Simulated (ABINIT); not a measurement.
# SiO2 (Quartz): G0W0 with ABINIT, start to end

Aim: the G0W0 gap of SiO2 (Quartz) on LDA, step by step.

Main program and level: ABINIT 10.8.3; LDA and many-body steps on it, plane waves.

### 1. Starting point

Symmetry: P3_121, No. 152, trigonal system. The conventional cell has a = 4.916 Å, b = 4.916 Å, c = 5.409 Å, α = 90.00°, β = 90.00°, γ = 120.00°. Nearest to Si lie 4 O at 1.61 Å. O has 2 Si at 1.61 Å nearest. Farther neighbours and most contacts between anions are not listed.

As a file:

```cif
data_structure
_symmetry_space_group_name_H-M 'P3_121'
_symmetry_Int_Tables_number 152
_cell_length_a 4.9158
_cell_length_b 4.9158
_cell_length_c 5.4091
_cell_angle_alpha 90.000
_cell_angle_beta 90.000
_cell_angle_gamma 120.000
_cell_volume 113.20
loop_
_atom_site_label
_atom_site_type_symbol
_atom_site_symmetry_multiplicity
_atom_site_Wyckoff_symbol
_atom_site_fract_x
_atom_site_fract_y
_atom_site_fract_z
_atom_site_occupancy
Si1 Si 3 a 0.53030 0.00000 0.33333 1
O1 O 6 c 0.14620 0.41420 0.88100 1
```

The cell and positions come from the Crystallography Open Database and are kept as given unless a step says otherwise.

### 2. Ground state

This step: ABINIT 10.8.3; DFT, LDA, plane waves, norm-conserving pseudopotentials.

The ground-state density comes first.

File run.abi:

```
acell 3*1.0 Angstrom
rprim 
  4.915799999986 0.000000000003 0.000000000000
  -2.457899999996 4.257207679910 0.000000000000
  0.000000000000 0.000000000000 5.409100000000
ntypat 2
znucl 14 8
natom 9
typat 1 1 1 2 2 2 2 2 2
xred 
  0.530300000000 0.000000000000 0.333333333333
  0.000000000000 0.530300000000 0.666666666667
  0.469700000000 0.469700000000 -0.000000000000
  0.146200000000 0.414200000000 0.881000000000
  0.585800000000 0.732000000000 0.214333333333
  0.268000000000 0.853800000000 0.547666666667
  0.414200000000 0.146200000000 0.119000000000
  0.732000000000 0.585800000000 0.785666666667
  0.853800000000 0.268000000000 0.452333333333
pp_dirpath "pseudos"
pseudos "Si.upf, O.upf"
ecut 36
ngkpt 6 6 4
nshiftk 1
shiftk 0 0 0
kptopt 1
chksymbreak 0
nband 32
occopt 1
tolvrs 1e-10
nstep 60
prtwf 0
optforces 0
optstress 0
indata_prefix "in"
outdata_prefix "out"
tmpdata_prefix "tmp"
```

The run is started by

```
$ OMP_NUM_THREADS=1 mpirun -n 4 abinit run.abi > log
```

Numbers of over 12 decimals in the logs are rounded to 6 here.

What it wrote:

```text
.Version 10.8.3 of ABINIT. v10.8.2 released Aug 2026.

 Symmetries : space group P3_1 2 1 (#152); Bravais hP (primitive hexag.)
================================================================================
 Values of the parameters that define the memory need of the present run
     intxc =       0    ionmov =       0      iscf =       7    lmnmax =       6
     lnmax =       6     mgfft =      60  mpssoang =       3    mqgrid =    3001
     natom =       9  nloc_mem =       1    nspden =       1   nspinor =       1
    nsppol =       1      nsym =       6    n1xccc =    2501    ntypat =       2
    occopt =       1   xclevel =       1
-    mband =          32        mffmem =           1         mkmem =           6
       mpw =        7924          nfft =      174960          nkpt =          24
================================================================================
  Rough estimation (10% accuracy) of disk space for files :
================================================================================

--------------------------------------------------------------------------------
------------- Echo of variables that govern the present computation ------------
--------------------------------------------------------------------------------
 -outvars: echo values of preprocessed input variables --------
            acell      1.8897261259E+00  1.8897261259E+00  1.8897261259E+00 Bohr

      chksymbreak           0
             ecut      3.60000000E+01 Hartree
-          fftalg         312

              ixc       -1012
              kpt      0.00000000E+00  0.00000000E+00  0.00000000E+00
                       1.66666667E-01  0.00000000E+00  0.00000000E+00
                       3.33333333E-01  0.00000000E+00  0.00000000E+00
                       5.00000000E-01  0.00000000E+00  0.00000000E+00
                       1.66666667E-01  1.66666667E-01  0.00000000E+00
                       3.33333333E-01  1.66666667E-01  0.00000000E+00
                       3.33333333E-01  3.33333333E-01  0.00000000E+00
                       0.00000000E+00  0.00000000E+00  2.50000000E-01
                       1.66666667E-01  0.00000000E+00  2.50000000E-01
   [... 13 further rows ...]
                       3.33333333E-01  1.66666667E-01  5.00000000E-01
                       3.33333333E-01  3.33333333E-01  5.00000000E-01
         kptrlatt        6    0    0      0    6    0      0    0    4
          kptrlen      4.08868704E+01
P           mkmem           6
            natom           9
            nband          32
            ngfft          54      54      60
             nkpt          24
            nstep          60
             nsym           6
           ntypat           2
              occ      2.000000  2.000000  2.000000  2.000000  2.000000  2.000000
                       2.000000  2.000000  2.000000  2.000000  2.000000  2.000000
                       2.000000  2.000000  2.000000  2.000000  2.000000  2.000000
                       2.000000  2.000000  2.000000  2.000000  2.000000  2.000000
                       0.000000  0.000000  0.000000  0.000000  0.000000  0.000000
                       0.000000  0.000000
        optforces           0
        optstress           0
            prtwf           0
            rprim      4.9158000000E+00  3.0000000000E-12  0.0000000000E+00
[...]
spgroup         152

           tolvrs      1.00000000E-10

             xred      5.3030000000E-01  2.5857407038E-29  3.3333333333E-01
[...]
znucl       14.00000    8.00000

================================================================================

 chkinp: Checking input parameters for consistency.

================================================================================
== DATASET  1 ==================================================================
-   mpi_nproc: 4, omp_nthreads: 1 (-1 if OMP is not activated)

--- !DatasetInfo
iteration_state: {dtset: 1, }
dimensions: {natom: 9, nkpt: 24, mband: 32, nsppol: 1, nspinor: 1, nspden: 1, mpw: 7924, }
cutoff_energies: {ecut:  36.0, pawecutdg:  -1.0, }
electrons: {nelect:   4.80000000E+01, charge:   0.00000000E+00, occopt:   1.00000000E+00, tsmear:   1.00000000E-02, }

 Real(R)+Recip(G) space primitive vectors, cartesian coordinates (Bohr,Bohr^-1):
 R(1)=  9.2895157  0.0000000  0.0000000  G(1)=  0.1076482  0.0621507  0.0000000
 R(2)= -4.6447578  8.0449566  0.0000000  G(2)=  0.0000000  0.1243015  0.0000000
 R(3)=  0.0000000  0.0000000 10.2217176  G(3)=  0.0000000  0.0000000  0.0978309
 Unit cell volume ucvol=  7.6390729E+02 bohr^3
 Angles (23,13,12)=  9.00000000E+01  9.00000000E+01  1.20000000E+02 degrees

 getcut: wavevector=  0.0000  0.0000  0.0000  ngfft=  54  54  60
         ecut(hartree)=     36.000   => boxcut(ratio)=   2.15270

--- Pseudopotential description ------------------------------------------------
- Si Generated using ONCVPSP code by D. R. Hamann
- 14.00000   4.00000  180309                  znucl, zion, pspdat
12 -1012 2 -1 1510                            pspcod,pspxc,lmax,lloc,mmax
     nproj     2     2     2
  pspatm : epsatm=    6.67003958
         --- l  ekb(1:nproj) -->
[...]
pspatm: atomic psp has been read  and splines computed

- O Generated using ONCVPSP code by D. R. Hamann
-  8.00000   6.00000  201201                  znucl, zion, pspdat
12 -1012 2 -1 926                             pspcod,pspxc,lmax,lloc,mmax
     nproj     2     2     1
  pspatm : epsatm=    6.27558587
         --- l  ekb(1:nproj) -->
[...]
2   -1.033686
 pspatm: atomic psp has been read  and splines computed

   2.76785443E+03                                ecore*ucvol(ha*bohr**3)
--------------------------------------------------------------------------------

_setup2: Arith. and geom. avg. npw (full set) are    7882.604    7882.596

================================================================================

--- !BeginCycle
iteration_state: {dtset: 1, }
solver: {iscf: 7, nstep: 60, nline: 4, wfoptalg: 0, }
tolerances: {tolvrs: 1.00E-10, }

     iter   Etot(hartree)      deltaE(h)  residm     vres2
 ETOT  1  -111.65103493913    -1.117E+02 1.238E-01 1.623E+03
 ETOT  2  -111.76988304015    -1.188E-01 3.719E-02 1.395E+03
 ETOT  3  -112.30686714048    -5.370E-01 7.942E-03 9.907E+00
 ETOT  4  -112.30994911754    -3.082E-03 2.736E-03 1.070E-01
 ETOT  5  -112.30996396918    -1.485E-05 1.674E-03 6.786E-03
 ETOT  6  -112.30996505989    -1.091E-06 3.193E-03 2.352E-04
 ETOT  7  -112.30996508110    -2.121E-08 1.054E-03 9.355E-06
 ETOT  8  -112.30996508160    -5.066E-10 1.170E-03 3.309E-07
 ETOT  9  -112.30996508162    -1.683E-11 3.514E-04 2.062E-08
 ETOT 10  -112.30996508163    -7.958E-12 3.558E-04 7.665E-10
 ETOT 11  -112.30996508163     2.771E-12 2.213E-04 5.989E-11

 At SCF step   11       vres2   =  5.99E-11 < tolvrs=  1.00E-10 =>converged.

--- !ResultsGS
iteration_state: {dtset: 1, }
comment   : Summary of ground state results
lattice_vectors:
- [  9.2895157,   0.0000000,   0.0000000, ]
- [ -4.6447578,   8.0449566,   0.0000000, ]
- [  0.0000000,   0.0000000,  10.2217176, ]
lattice_lengths: [   9.28952,    9.28952,   10.22172, ]
lattice_angles: [ 90.000,  90.000, 120.000, ] # degrees, (23, 13, 12)
lattice_volume:   7.6390729E+02
convergence: {deltae:  2.771E-12, res2:  5.989E-11, residm:  2.213E-04, diffor:  0.000E+00, }
etotal    :  -1.12309965E+02
entropy   :   0.00000000E+00
fermie    :   4.34510667E-03
cartesian_stress_tensor: null
pressure_GPa: null
xred      :
- [  5.3030E-01,   2.5857E-29,   3.3333E-01, Si]
- [ -2.2564E-18,   5.3030E-01,   6.6667E-01, Si]
- [  4.6970E-01,   4.6970E-01,   1.3878E-16, Si]
- [  1.4620E-01,   4.1420E-01,   8.8100E-01,  O]
- [  5.8580E-01,   7.3200E-01,   2.1433E-01,  O]
- [  2.6800E-01,   8.5380E-01,   5.4767E-01,  O]
- [  4.1420E-01,   1.4620E-01,   1.1900E-01,  O]
- [  7.3200E-01,   5.8580E-01,   7.8567E-01,  O]
- [  8.5380E-01,   2.6800E-01,   4.5233E-01,  O]
cartesian_forces: null
force_length_stats: {min: null, max: null, mean: null, }

 Integrated electronic density in atomic spheres:
 ------------------------------------------------
 Atom  Sphere_radius  Integrated_density
[...]
================================================================================

 ----iterations are completed or convergence reached----

 Mean square residual over all n,k,spin=   87.327E-08; max=  22.128E-05
 reduced coordinates (array xred) for    9 atoms
[...]
0.585800000000      0.732000000000      0.214333333333
       0.268000000000      0.853800000000      0.547666666667
       0.414200000000      0.146200000000      0.119000000000
       0.732000000000      0.585800000000      0.785666666667
       0.853800000000      0.268000000000      0.452333333333
 rms dE/dt=  0.0000E+00; max dE/dt=  0.0000E+00; dE/dt below (all hartree)
    1       0.000000000000      0.000000000000      0.000000000000
    2       0.000000000000      0.000000000000      0.000000000000
    3       0.000000000000      0.000000000000      0.000000000000
    4       0.000000000000      0.000000000000      0.000000000000
    5       0.000000000000      0.000000000000      0.000000000000
    6       0.000000000000      0.000000000000      0.000000000000
    7       0.000000000000      0.000000000000      0.000000000000
    8       0.000000000000      0.000000000000      0.000000000000
    9       0.000000000000      0.000000000000      0.000000000000

 cartesian coordinates (angstrom) at end:
    1      2.606849     1.59e-12     1.803033
[...]
5      1.080493     3.116276     1.159350
    6     -0.781121     3.634804     2.962384
    7      1.676779     0.622404     0.643683
    8      2.158528     2.493872     4.249750
    9      3.538393     1.140932     2.446716
 length scales=  1.889726125908  1.889726125908  1.889726125908 bohr
              =  1.000000000000  1.000000000000  1.000000000000 angstroms
 prteigrs : about to open file out_EIG
 Fermi (or HOMO) energy (hartree) =   0.00435   Average Vxc (hartree)=  -0.35789
 Eigenvalues (hartree) for nkpt=  24  k points:
 kpt#   1, nband= 32, wtk=  0.00694, kpt=  0.0000  0.0000  0.0000 (reduced coord)
  -0.69890   -0.64078   -0.64078   -0.61613   -0.61455   -0.61455   -0.30057   -0.30057
  -0.19753   -0.19667   -0.19047   -0.19047   -0.10555   -0.10555   -0.09594   -0.08667
  -0.05171   -0.05171   -0.05054   -0.03275   -0.03275   -0.02106   -0.00757   -0.00757
   0.21754    0.33648    0.33648    0.35386    0.35386    0.39720    0.42411    0.45852
 prteigrs : prtvol=0 or 1, do not print more k-points.

--- !EnergyTerms
iteration_state     : {dtset: 1, }
comment             : Components of total free energy in Hartree
kinetic             :  7.34657604326328E+01
hartree             :  3.83581069719250E+01
xc                  : -2.99599870137542E+01
Ewald energy        : -6.94185472439243E+01
psp_core            :  3.62328579032349E+00
local_psp           : -1.13057203742036E+02
non_local_psp       : -1.53213802767918E+01
total_energy        : -1.12309965081625E+02
total_energy_eV     : -3.05610983910874E+03
band_energy         : -1.17226138559242E+01

== END DATASET(S) ==============================================================
================================================================================

 -outvars: echo values of variables after computation  --------
           etotal     -1.1230996508E+02
            nband          32
             nkpt          24
          spgroup         152
 [... the other variables as echoed above ...]

 Calculation completed.
```

The job ended after 75 s (4 MPI ranks of Arm Neoverse V1, shared host; peak memory 0.48 GiB; 5 min of CPU time).

Numbers from this step:

* total energy: -3056.1098 eV
* gap: 5.801 eV
* k of the valence top: 0.3333, 0.3333, 0
* k of the conduction bottom: 0, 0, 0
* least direct gap: 6.126 eV

The gap is indirect, with the least direct gap 0.32 eV higher.

(Continued in part 2 of 3.)

[Paths, hosts, dates, memory and timing lines, banners, echoed tables and standing remarks are left out of the program output.]

[Logs are printed without paths, hosts, clocks, repeated set-up lines and the standing remarks that a program may print on its own settings, such as how far it seeks lower states.]

[Runs of the session that timed out or met a known fault of the program may be left out.]

[Hosts, paths, dates, database ids (printed as entryN), source tags and the programs' standing remarks are cut or masked in the printed files.]

[G0W0 gaps are taken among the corrected bands and points alone; a level outside them can change the order at an edge.]

[Where Ansatz stands beside ABINIT at settings called matched, ABINIT's density can come from a denser mesh and the files from another edition; pairs whose starting gaps differed by over 0.03 eV were left out, so agreement reads better than it is.]
